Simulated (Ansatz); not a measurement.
**Tc (P6_3/mmc): the Drude term of Re ε in the infrared**

Re ε of Tc (P6_3/mmc) along x at low photon energies is read from one computed spectrum; the carriers' damping was typed as γ = 0.05 eV. x, y and z are the Cartesian axes of the input cell.

Cell: a, b, c = 2.740, 2.740, 4.398 Å (primitive vectors), 2 atoms.

Method: Ansatz 0.2.0, PBEsol, independent particles, k-mesh 18×18×9 with interpolation inside its cells, Gaussian parameter 0.1 eV.

Launch of the response step: `ansatz run input.yaml --threads 4 --pin off --max-ram 8192MiB --backend cpu --events-out ev --progress --plain --runs-dir out`. The run took 3.9 min, on 4 threads of AMD EPYC (Zen 3) (shared host).

```tsv
photon energy E (eV)	wavelength (µm)	Re ε
0.25	4.96	-759.5
0.30	4.13	?
0.35	3.54	-354.9
0.40	3.10	-259.0
0.50	2.48	-153.7
0.60	2.07	-110.4
0.70	1.77	-88.4
```

A Drude term over a constant background gives Re ε = ε_b − ωp²/(E² + γ²), linear in 1/(E² + γ²).

Working, on the rows shown:

| x = 1/(E² + γ²) (eV⁻²) | y = Re ε |
| --- | --- |
| 15.3846 | -759.5 |
| 8 | -354.9 |
| 6.15385 | -259 |
| 3.9604 | -153.7 |
| 2.75862 | -110.4 |
| 2.03046 | -88.4 |

Means: x̄ = 6.3813, ȳ = -287.65. Σ(x − x̄)(y − ȳ) = -6197, Σ(x − x̄)² = 121.6. Slope = -6197 / 121.6 = -50.94; intercept = ȳ − slope · x̄ = 37.427. The line misses the rows shown by at most 22.

Problem. What does the fit predict for the withheld row, and how well does it do?

Solution. At x = 10.811 the line gives y = -513.3. The run gave -506.2, so the interpolation is off by 7.1, 1.1 % of the range in the table.

Refitted with all rows, the slope is -50.75 and the intercept 37.076. These give ωp = √(−slope) = 7.12 eV, against 7.55 eV from the program's Fermi-surface sum, and an intercept of 37.1. Taking the program's Drude term off the rows leaves 117 at the lowest energy and 27 at the highest, so the background isn't constant: interband transitions lie in or near the window, and neither fitted number can be trusted. The values come from a sum over the points of one k-mesh and carry its error, which is largest for Fermi-surface quantities. Spin-orbit coupling is left out.

[Logs are printed without paths, hosts, clocks, repeated set-up lines and the standing remarks that a program may print on its own settings, such as how far it seeks lower states.]
